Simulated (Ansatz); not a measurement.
# Dielectric response of NaCl (001) films, part 2 of 3

Aim: the electronic and static ε of rocksalt NaCl (001) from films of three thicknesses in a field.

Ansatz 0.2.0; plane-wave DFT, PBE, Ansatz PAW (set soft_1); PAW set soft_1 (the session's first sound run).

So far. Step 11 (Single point on the relaxed film, 10 atoms, units 5): The gap is 5.03 eV, with the valence edge 6.75 eV and the conduction edge 1.72 eV under the upper vacuum level. Step 12 (Single point, 10 atoms, units 5, field 0.1 V/Å): The dipole is 0.0777 e·Å, and the gap on the mesh 4.714 eV.

## Step 13: Atoms held, 10 atoms, units 5, field -0.1 V/Å

Contents of input.yaml:

```yaml
crystal:
  lattice:
    - [3.98808225, 0.0, 0.0]
    - [0.0, 3.98808225, 0.0]
    - [0.0, 0.0, 29.28]
  atoms:
    - { symbol: Na, position: [0.5, 0.5, 0.3069791556] }
    - { symbol: Cl, position: [0.0, 0.0, 0.3031562846] }
    - { symbol: Na, position: [0.0, 0.0, 0.4015140592] }
    - { symbol: Cl, position: [0.5, 0.5, 0.4026131922] }
    - { symbol: Na, position: [0.5, 0.5, 0.5000000003] }
    - { symbol: Cl, position: [0.0, 0.0, 0.4999999999] }
    - { symbol: Na, position: [0.0, 0.0, 0.5984859416] }
    - { symbol: Cl, position: [0.5, 0.5, 0.597386807] }
    - { symbol: Na, position: [0.5, 0.5, 0.6930208446] }
    - { symbol: Cl, position: [0.0, 0.0, 0.6968437149] }
kpoints:
  mp_grid: { grid: [8, 8, 1] }
hamiltonian:
  xc: pbe
  pseudopotentials: { kind: paw, azcp: { folder: soft_1 } }
scf:
  occupations: { method: fixed }
  convergence: { dr2_threshold: 1.0e-10 }
efield:
  axis: 3
  dipole_correction: true
  ramp_position: 0.97
  ramp_width: 0.06
  amplitude: -0.1
output:
  write_potential: true
  write_density: true
  volumetric_format: npy
```

Launch:

```bash
$ ansatz run input.yaml --threads 4 --pin off --max-ram 8192MiB --backend cpu --events-out ev --progress --plain --runs-dir out
```

The job ended after 12 s (4 threads of Arm Neoverse V1, shared host; peak memory 0.91 GiB; 46 s of CPU time).

The dipole is -0.0777 e·Å, and the gap on the mesh 4.714 eV.

## Step 14: Response with the atoms held, 10 atoms, units 5

This step: plane-wave DFT, PBE, Ansatz PAW (set soft_1); response to a field along the normal, atoms held; PAW set soft_1 (Ansatz 0.2.0).

Local field over the applied field, running mean. From the potentials at -0.1 and 0.1 V/Å; running mean over 2.82 Å, taken twice. Local field over applied field against z:

| z (Å) | local field over applied field |
| --- | --- |
| 4 | 0.998 |
| 5 | 0.984 |
| 6 | 0.917 |
| 7 | 0.763 |
| 8 | 0.570 |
| 9 | 0.436 |
| 10 | 0.395 |
| 11 | 0.397 |
| 12 | 0.401 |
| 13 | 0.401 |
| 14 | 0.401 |
| 15 | 0.400 |
| 16 | 0.401 |
| 17 | 0.401 |
| 18 | 0.398 |
| 19 | 0.394 |
| 20 | 0.416 |
| 21 | 0.523 |
| 22 | 0.708 |
| 23 | 0.883 |
| 24 | 0.974 |
| 25 | 0.996 |

The induced dipole is that of a conductor 8.84 Å thick.

## Step 15: Field on, atoms free, 10 atoms, units 5, field 0.05 V/Å

This step: plane-wave DFT, PBE, Ansatz PAW (set soft_1); PAW set soft_1 (Ansatz 0.2.0).

The same pair of relaxations in the field for this thickness.

input.yaml: that of step 13 with these lines changed.

```diff
@@ -29,3 +29,6 @@
   ramp_width: 0.06
-  amplitude: -0.1
+  amplitude: 0.05
+relax:
+  f_tol: 0.0006
+  max_steps: 70
 output:
```

The job ended after 25 s (4 threads; peak memory 0.84 GiB).

The steps of the relaxation:

| step | energy less that of the first step (eV) | largest force component (eV/Å) |
| --- | --- | --- |
| 1 | 0.0000 | 0.0222 |
| 2 | -0.0004 | 0.0048 |
| 3 | -0.0005 | 0.0014 |
| 4 | -0.0005 | 0.0002 |

The run keeps the 8 symmetry operations that the program found, so distortions that break them were not tested.

The relaxed structure:

```xyz
10
Lattice="3.9881 0.0000 0.0000 0.0000 3.9881 0.0000 0.0000 0.0000 29.2800" Properties=species:S:1:pos:R:3
Na    1.9940    1.9940    8.9930
Cl    0.0000    0.0000    8.8699
Na    0.0000    0.0000   11.7598
Cl    1.9940    1.9940   11.7858
Na    1.9940    1.9940   14.6443
Cl    0.0000    0.0000   14.6361
Na    0.0000    0.0000   17.5273
Cl    1.9940    1.9940   17.4890
Na    1.9940    1.9940   20.2970
Cl    0.0000    0.0000   20.3978
```

The relaxation took 4 steps and lowered the energy by 4.6e-4 eV; the largest force on the free atoms ends at 2.0e-4 eV/Å.

The dipole is 0.0573 e·Å, and the gap on the mesh 5.012 eV.

## Step 16: Relaxing in the field, 10 atoms, units 5, field -0.05 V/Å

input.yaml: that of step 15 with these lines changed.

```diff
@@ -29,3 +29,3 @@
   ramp_width: 0.06
-  amplitude: 0.05
+  amplitude: -0.05
 relax:
```

It took 25 s on 4 threads; peak memory 0.85 GiB; 99 s of CPU time.

Relaxation path:

| step | energy less that of the first step (eV) | largest force component (eV/Å) |
| --- | --- | --- |
| 1 | 0.0000 | 0.0222 |
| 2 | -0.0004 | 0.0048 |
| 3 | -0.0005 | 0.0014 |
| 4 | -0.0005 | 0.0002 |

The run keeps the 8 symmetry operations that the program found, so distortions that break them were not tested.

The relaxation took 4 steps and lowered the energy by 4.6e-4 eV; the largest force on the free atoms ends at 2.0e-4 eV/Å.

The dipole is -0.0573 e·Å, and the gap on the mesh 5.012 eV.

## Step 17: Response with the atoms relaxed, 10 atoms, units 5

This step: plane-wave DFT, PBE, Ansatz PAW (set soft_1); response to a field along the normal, atoms relaxed; PAW set soft_1 (Ansatz 0.2.0).

Local field over the applied field, running mean. From the potentials at -0.05 and 0.05 V/Å; running mean over 2.82 Å, taken twice. The local field over applied field by z:

| z (Å) | local field over applied field |
| --- | --- |
| 4 | 0.998 |
| 5 | 0.972 |
| 6 | 0.845 |
| 7 | 0.632 |
| 8 | 0.361 |
| 9 | 0.182 |
| 10 | 0.0807 |
| 11 | 0.0923 |
| 12 | 0.125 |
| 13 | 0.155 |
| 14 | 0.153 |
| 15 | 0.155 |
| 16 | 0.151 |
| 17 | 0.141 |
| 18 | 0.0778 |
| 19 | 0.0865 |
| 20 | 0.137 |
| 21 | 0.333 |
| 22 | 0.552 |
| 23 | 0.802 |
| 24 | 0.940 |
| 25 | 0.996 |

The induced dipole is that of a conductor 13.05 Å thick.

## Step 18: Relaxation, 16 atoms, units 8

This step: plane-wave DFT, PBE, Ansatz PAW (set soft_1); PAW set soft_1 (Ansatz 0.2.0).

System of this step: NaCl (001), 8 units. The cell holds 16 atoms: 8 Na and 8 Cl. Cell: a = 3.988 Å, b = 3.988 Å, c = 37.740 Å, α = 90.0°, β = 90.0°, γ = 90.0°. It derives from NaCl (rocksalt NaCl). Vacuum lies along c.

Contents of input.yaml:

```yaml
crystal:
  lattice:
    - [3.98808225, 0.0, 0.0]
    - [0.0, 3.98808225, 0.0]
    - [0.0, 0.0, 37.74]
  atoms:
    - { symbol: Na, position: [0.5, 0.5, 0.2384737679] }
    - { symbol: Cl, position: [0.0, 0.0, 0.2384737679] }
    - { symbol: Na, position: [0.0, 0.0, 0.3131955485] }
    - { symbol: Cl, position: [0.5, 0.5, 0.3131955485] }
    - { symbol: Na, position: [0.5, 0.5, 0.3879173291] }
    - { symbol: Cl, position: [0.0, 0.0, 0.3879173291] }
    - { symbol: Na, position: [0.0, 0.0, 0.4626391097] }
    - { symbol: Cl, position: [0.5, 0.5, 0.4626391097] }
    - { symbol: Na, position: [0.5, 0.5, 0.5373608903] }
    - { symbol: Cl, position: [0.0, 0.0, 0.5373608903] }
    - { symbol: Na, position: [0.0, 0.0, 0.6120826709] }
    - { symbol: Cl, position: [0.5, 0.5, 0.6120826709] }
    - { symbol: Na, position: [0.5, 0.5, 0.6868044515] }
    - { symbol: Cl, position: [0.0, 0.0, 0.6868044515] }
    - { symbol: Na, position: [0.0, 0.0, 0.7615262321] }
    - { symbol: Cl, position: [0.5, 0.5, 0.7615262321] }
kpoints:
  mp_grid: { grid: [8, 8, 1] }
hamiltonian:
  xc: pbe
  pseudopotentials: { kind: paw, azcp: { folder: soft_1 } }
scf:
  occupations: { method: fixed }
  convergence: { dr2_threshold: 1.0e-09 }
efield:
  axis: 3
  dipole_correction: true
  ramp_position: 0.97
  ramp_width: 0.06
relax:
  f_tol: 0.003
  max_steps: 100
output:
  write_potential: true
  write_density: true
  volumetric_format: npy
```

Wall time 85 s (4 threads); peak memory 1.3 GiB.

Step by step:

| step | energy less that of the first step (eV) | largest force component (eV/Å) |
| --- | --- | --- |
| 1 | 0.0000 | 0.1927 |
| 2 | -0.0200 | 0.0778 |
| 3 | -0.0269 | 0.0166 |
| 4 | -0.0275 | 0.0024 |
| 5 | -0.0276 | 0.0010 |

The run keeps the 8 symmetry operations that the program found, so distortions that break them were not tested.

The atoms that moved most (Å):

| atom | dx | dy | dz | length |
| --- | --- | --- | --- | --- |
| Cl2 | 0.000 | 0.000 | -0.188 | 0.188 |
| Cl16 | 0.000 | 0.000 | 0.188 | 0.188 |
| Na13 | 0.000 | 0.000 | 0.129 | 0.129 |
| Na3 | 0.000 | 0.000 | -0.129 | 0.129 |
| Cl4 | 0.000 | 0.000 | -0.095 | 0.095 |
| Cl14 | 0.000 | 0.000 | 0.095 | 0.095 |
| Na15 | 0.000 | 0.000 | 0.075 | 0.075 |
| Na1 | 0.000 | 0.000 | -0.075 | 0.075 |

Running mean over 2.82 Å of the planar mean; the ramp of the sawtooth is left out. Table of electron's electrostatic potential energy less the highest filled level by z:

z (Å), electron's electrostatic potential energy less the highest filled level (eV) and a bar from the least value:
```
        4       6.75 ##############################
        5       6.75 ##############################
        6       6.70 ##############################
        7       5.67 #########################
        8       1.60 ####
        9       0.85 
       10       0.90 
       11       0.82 
       12       0.82 
       13       1.06 #
       14       0.88 
       15       0.85 
       16       1.02 #
       17       0.84 
       18       0.86 
       19       1.03 #
       20       0.84 
       21       0.88 
       22       0.99 #
       23       0.84 
       24       0.93 #
       25       0.98 #
       26       0.80 
       27       0.86 
       28       0.89 
       29       0.90 #
       30       2.47 ########
       31       6.25 ############################
       32       6.73 ##############################
       33       6.75 ##############################
       34       6.75 ##############################
```

The relaxation took 5 steps and lowered the energy by 0.028 eV; the largest force on the free atoms ends at 9.7e-4 eV/Å.

The gap is 5.04 eV, with the valence edge 6.75 eV and the conduction edge 1.71 eV under the upper vacuum level.

## Step 19: The series together

Times are for 4 threads of Arm Neoverse V1, shared host. Results by setting:

| no. | units | gap by band count (eV) | ionisation energy, upper face (eV) | electron affinity, upper face (eV) | time | memory (GiB) |
| --- | --- | --- | --- | --- | --- | --- |
| 1 | 3 | 5.016 | 6.738 | 1.722 | 12 s | 0.60 |
| 2 | 5 | 5.031 | 6.751 | 1.720 | 33 s | 0.87 |
| 3 | 8 | 5.038 | 6.749 | 1.712 | 85 s | 1.3 |

The valence density, planar mean (3) oscillates, so the rows of the table below give means over 1 Å (shorter at the two ends). Its distinct maxima (Å: e/Å³): 9.0: 1.05, 11.8: 1.05, 14.6: 1.05. Distinct minima: 10.3: 0.0445, 13.3: 0.0445.

The runs together. Table of valence density, planar mean by z; means over each step:

| z (Å) | 3 (e/Å³) | 5 (e/Å³) | 8 (e/Å³) |
| --- | --- | --- | --- |
| 5 | 1.7e-5 | 2.0e-5 | 2.4e-5 |
| 6 | 3.3e-4 | 3.8e-4 | 4.5e-4 |
| 7 | 0.00660 | 0.00780 | 0.00936 |
| 8 | 0.134 | 0.154 | 0.181 |
| 9 | 0.750 | 0.741 | 0.733 |
| 10 | 0.120 | 0.110 | 0.0919 |
| 11 | 0.214 | 0.252 | 0.300 |
| 12 | 0.714 | 0.680 | 0.641 |
| 13 | 0.0856 | 0.0816 | 0.0746 |
| 14 | 0.346 | 0.350 | 0.403 |
| 15 | 0.598 | 0.599 | 0.549 |
| 16 | 0.0469 | 0.0677 | 0.0666 |
| 17 | 0.00223 | 0.461 | 0.531 |
| 18 | 1.2e-4 | 0.492 | 0.421 |
| 19 | 6.0e-6 | 0.0656 | 0.0716 |
| 20 | 0 | 0.627 | 0.639 |
| 21 | 0 | 0.320 | 0.305 |
| 22 | 0 | 0.0186 | 0.0904 |
| 23 | 0 | 8.9e-4 | 0.719 |

## Step 20: Single point on the relaxed film, 16 atoms, units 8

Contents of input.yaml:

```yaml
crystal:
  lattice:
    - [3.98808225, 0.0, 0.0]
    - [0.0, 3.98808225, 0.0]
    - [0.0, 0.0, 37.74]
  atoms:
    - { symbol: Na, position: [0.5, 0.5, 0.2364852514] }
    - { symbol: Cl, position: [0.0, 0.0, 0.2334937798] }
    - { symbol: Na, position: [0.0, 0.0, 0.3097681609] }
    - { symbol: Cl, position: [0.5, 0.5, 0.3106888336] }
    - { symbol: Na, position: [0.5, 0.5, 0.3863889739] }
    - { symbol: Cl, position: [0.0, 0.0, 0.386130848] }
    - { symbol: Na, position: [0.0, 0.0, 0.4620147295] }
    - { symbol: Cl, position: [0.5, 0.5, 0.4621034043] }
    - { symbol: Na, position: [0.5, 0.5, 0.5379852805] }
    - { symbol: Cl, position: [0.0, 0.0, 0.5378965871] }
    - { symbol: Na, position: [0.0, 0.0, 0.6136110318] }
    - { symbol: Cl, position: [0.5, 0.5, 0.6138691504] }
    - { symbol: Na, position: [0.5, 0.5, 0.6902318484] }
    - { symbol: Cl, position: [0.0, 0.0, 0.6893111596] }
    - { symbol: Na, position: [0.0, 0.0, 0.7635147504] }
    - { symbol: Cl, position: [0.5, 0.5, 0.7665062104] }
kpoints:
  mp_grid: { grid: [8, 8, 1] }
hamiltonian:
  xc: pbe
  pseudopotentials: { kind: paw, azcp: { folder: soft_1 } }
scf:
  occupations: { method: fixed }
  convergence: { dr2_threshold: 1.0e-09 }
efield:
  axis: 3
  dipole_correction: true
  ramp_position: 0.97
  ramp_width: 0.06
output:
  eigenvalues: true
  dos: { projected: true, e_range: [-7, 7] }
  write_potential: true
  write_density: true
  volumetric_format: npy
checkpoint:
  write: end8.run
  compress: false
  write_wavefunctions: false
```

Elapsed: 28 s, on 4 threads; peak memory 1.5 GiB; 1.9 min of CPU time.

Running mean over 2.82 Å of the planar mean; the ramp of the sawtooth is left out. Electron's electrostatic potential energy less the highest filled level against z:

| z (Å) | electron's electrostatic potential energy less the highest filled level (eV) |
| --- | --- |
| 4 | 6.75 |
| 5 | 6.75 |
| 6 | 6.70 |
| 7 | 5.67 |
| 8 | 1.60 |
| 9 | 0.851 |
| 10 | 0.896 |
| 11 | 0.823 |
| 12 | 0.815 |
| 13 | 1.06 |
| 14 | 0.876 |
| 15 | 0.852 |
| 16 | 1.02 |
| 17 | 0.844 |
| 18 | 0.859 |
| 19 | 1.03 |
| 20 | 0.839 |
| 21 | 0.877 |
| 22 | 0.992 |
| 23 | 0.844 |
| 24 | 0.927 |
| 25 | 0.977 |
| 26 | 0.798 |
| 27 | 0.862 |
| 28 | 0.895 |
| 29 | 0.897 |
| 30 | 2.47 |
| 31 | 6.25 |
| 32 | 6.73 |
| 33 | 6.75 |
| 34 | 6.75 |

The gap is 5.04 eV, with the valence edge 6.75 eV and the conduction edge 1.71 eV under the upper vacuum level.

## Step 21: Atoms held, 16 atoms, units 8, field 0.1 V/Å

input.yaml: that of step 20 with these lines changed.

```diff
@@ -29,3 +29,3 @@
   occupations: { method: fixed }
-  convergence: { dr2_threshold: 1.0e-09 }
+  convergence: { dr2_threshold: 1.0e-10 }
 efield:
@@ -35,5 +35,4 @@
   ramp_width: 0.06
+  amplitude: 0.1
 output:
-  eigenvalues: true
-  dos: { projected: true, e_range: [-7, 7] }
   write_potential: true
@@ -41,5 +40 @@
   volumetric_format: npy
-checkpoint:
-  write: end8.run
-  compress: false
-  write_wavefunctions: false
```

Wall time 29 s (4 threads); peak memory 1.5 GiB; 1.9 min of CPU time.

The dipole is 0.123 e·Å, and the gap on the mesh 4.375 eV.

## Step 22: Atoms held, 16 atoms, units 8, field -0.1 V/Å

input.yaml: that of step 21 with these lines changed.

```diff
@@ -35,3 +35,3 @@
   ramp_width: 0.06
-  amplitude: 0.1
+  amplitude: -0.1
 output:
```

It took 30 s on 4 threads; peak memory 1.5 GiB.

The dipole is -0.123 e·Å, and the gap on the mesh 4.375 eV.

## Step 23: Response with the atoms held, 16 atoms, units 8

This step: plane-wave DFT, PBE, Ansatz PAW (set soft_1); response to a field along the normal, atoms held; PAW set soft_1 (Ansatz 0.2.0).

Local field over the applied field, running mean. From the potentials at -0.1 and 0.1 V/Å; running mean over 2.82 Å, taken twice. The local field over applied field by z:

| z (Å) | local field over applied field |
| --- | --- |
| 4 | 0.997 |
| 5 | 0.982 |
| 6 | 0.910 |
| 7 | 0.750 |
| 8 | 0.559 |
| 9 | 0.431 |
| 10 | 0.394 |
| 11 | 0.397 |
| 12 | 0.401 |
| 13 | 0.401 |
| 14 | 0.401 |
| 15 | 0.401 |
| 16 | 0.401 |
| 17 | 0.401 |
| 18 | 0.401 |
| 19 | 0.401 |
| 20 | 0.401 |
| 21 | 0.401 |
| 22 | 0.401 |
| 23 | 0.401 |
| 24 | 0.401 |
| 25 | 0.401 |
| 26 | 0.400 |
| 27 | 0.396 |
| 28 | 0.397 |
| 29 | 0.455 |
| 30 | 0.606 |
| 31 | 0.799 |
| 32 | 0.937 |
| 33 | 0.989 |

The induced dipole is that of a conductor 13.99 Å thick.

## Step 24: Field on, atoms free, 16 atoms, units 8, field 0.05 V/Å

This step: plane-wave DFT, PBE, Ansatz PAW (set soft_1); PAW set soft_1 (Ansatz 0.2.0).

input.yaml: that of step 22 with these lines changed.

```diff
@@ -35,3 +35,6 @@
   ramp_width: 0.06
-  amplitude: -0.1
+  amplitude: 0.05
+relax:
+  f_tol: 0.0006
+  max_steps: 70
 output:
```

Elapsed: 62 s, on 4 threads; peak memory 1.3 GiB; 4.1 min of CPU time.

The relaxation took 4 steps and lowered the energy by 7.1e-4 eV; the largest force on the free atoms ends at 1.7e-4 eV/Å.

The dipole is 0.0897 e·Å, and the gap on the mesh 4.972 eV.

## Step 25: Relaxing in the field, 16 atoms, units 8, field -0.05 V/Å

input.yaml: that of step 24 with these lines changed.

```diff
@@ -35,3 +35,3 @@
   ramp_width: 0.06
-  amplitude: 0.05
+  amplitude: -0.05
 relax:
```

Wall time 64 s (4 threads); peak memory 1.3 GiB.

The relaxation took 4 steps and lowered the energy by 7.1e-4 eV; the largest force on the free atoms ends at 1.7e-4 eV/Å.

The dipole is -0.0897 e·Å, and the gap on the mesh 4.972 eV.

## Step 26: Response with the atoms relaxed, 16 atoms, units 8

This step: plane-wave DFT, PBE, Ansatz PAW (set soft_1); response to a field along the normal, atoms relaxed; PAW set soft_1 (Ansatz 0.2.0).

Local field over the applied field, running mean. From the potentials at -0.05 and 0.05 V/Å; running mean over 2.82 Å, taken twice. Table of local field over applied field by z:

| z (Å) | local field over applied field |
| --- | --- |
| 4 | 0.997 |
| 5 | 0.967 |
| 6 | 0.833 |
| 7 | 0.615 |
| 8 | 0.354 |
| 9 | 0.173 |
| 10 | 0.0807 |
| 11 | 0.0867 |
| 12 | 0.131 |
| 13 | 0.159 |
| 14 | 0.157 |
| 15 | 0.140 |
| 16 | 0.135 |
| 17 | 0.136 |
| 18 | 0.143 |
| 19 | 0.144 |
| 20 | 0.142 |
| 21 | 0.136 |
| 22 | 0.135 |
| 23 | 0.143 |
| 24 | 0.153 |
| 25 | 0.160 |
| 26 | 0.109 |
| 27 | 0.0978 |
| 28 | 0.0841 |
| 29 | 0.233 |
| 30 | 0.403 |
| 31 | 0.680 |
| 32 | 0.860 |
| 33 | 0.983 |

The induced dipole is that of a conductor 20.42 Å thick.

## Step 27: Electronic ε from the series

This step: plane-wave DFT, PBE, Ansatz PAW (set soft_1); permittivity from the thickness series, atoms held; PAW set soft_1 (Ansatz 0.2.0).

Each added layer adds t(1 − 1/ε) to the dipole term, so the slope against thickness gives ε without a choice of where the film ends.

Numbers from this step:

| Item | Value |
| --- | --- |
| slope | 0.5984 |
| intercept of the fit | 1.948 Å |
| ε of the interior | 2.490 |

Table of equivalent conductor thickness by distance between the outer atoms:

| distance between the outer atoms (Å) | equivalent conductor thickness (Å) |
| --- | --- |
| 5.79 | 5.42 |
| 11.53 | 8.84 |
| 20.12 | 14.0 |

By hand, from the thinnest and the thickest film: slope = (13.986 − 5.415) / (20.116 − 5.792) = 0.598, so ε = 1/(1 − 0.598) = 2.49.

## Step 28: Static ε from the series

This step: plane-wave DFT, PBE, Ansatz PAW (set soft_1); permittivity from the thickness series, atoms relaxed; PAW set soft_1 (Ansatz 0.2.0).

The same fit for the relaxed films. The nearer its slope lies to 1, the more ε hangs on small errors.

This step gave:

```yaml
slope: 0.8546
intercept_of_the_fit: 3.218 Å
eps_of_the_interior: 6.879
```

Equivalent conductor thickness against distance between the outer atoms:

| distance between the outer atoms (Å) | equivalent conductor thickness (Å) |
| --- | --- |
| 5.80 | 8.19 |
| 11.53 | 13.0 |
| 20.12 | 20.4 |

By hand, from the thinnest and the thickest film: slope = (20.420 − 8.187) / (20.116 − 5.796) = 0.854, so ε = 1/(1 − 0.854) = 6.86. One nm of such a film has the capacitance of 3.9/6.86 = 0.57 nm of SiO₂ (its equivalent oxide thickness).

## Step 29: The bulk crystal

This step: plane-wave DFT, PBE, Ansatz PAW (set soft_1); PAW set soft_1 (Ansatz 0.2.0).

System of this step: rocksalt NaCl. It takes space group Fm-3m (No. 225, cubic). The conventional cell has a = 5.640 Å, b = 5.640 Å, c = 5.640 Å, α = 90.00°, β = 90.00°, γ = 90.00°. Nearest to Na lie 6 Cl at 2.82 Å. Nearest to Cl lie 6 Na at 2.82 Å. Farther neighbours, and contacts between anions beyond the nearest, are not listed.

Band edges are better read in the bulk than in a thin slab, where confinement and surface states shift them. The bulk run gives them against its mean potential.

Contents of input.yaml:

```yaml
crystal:
  lattice:
    - [0.0, 2.82, 2.82]
    - [2.82, 0.0, 2.82]
    - [2.82, 2.82, 0.0]
  atoms:
    - { symbol: Na, position: [0.0, 0.0, 0.0] }
    - { symbol: Cl, position: [0.5, 0.5, 0.5] }
kpoints:
  mp_grid: { grid: [10, 10, 10] }
  band_path: { path: [VBM, CBM], npoints: 1 }
hamiltonian:
  xc: pbe
  pseudopotentials: { kind: paw, azcp: { folder: soft_1 } }
scf:
  occupations: { method: fixed }
  convergence: { dr2_threshold: 1.0e-09 }
output:
  eigenvalues: true
checkpoint:
  write: bulk.run
  compress: false
  write_wavefunctions: false
```

Wall time 0.84 s (4 threads); peak memory 0.27 GiB; 2.5 s of CPU time.

Read from the output:

| Property | Result |
| --- | --- |
| gap on the k-mesh | 5.108 eV |
| gap along the path | 5.108 eV |
| smallest direct gap along the path | 5.108 eV |
| gap, the smaller of path and mesh | 5.108 eV |

The gap is 5.11 eV.

(Part 2 of 3 ends here.)

[Long decimals in the printed logs are rounded to 6 places.]

[Logs are printed without paths, hosts, clocks, repeated set-up lines and the standing remarks that a program may print on its own settings, such as how far it seeks lower states.]

[Hosts, paths, dates, database ids (printed as entryN), source tags and the programs' standing remarks are cut or masked in the printed files.]

[Maps of the electrostatic potential energy from Ansatz leave out the sawtooth potential of an applied field or a dipole correction, so their vacuum need not be flat; planar profiles and work functions include it.]
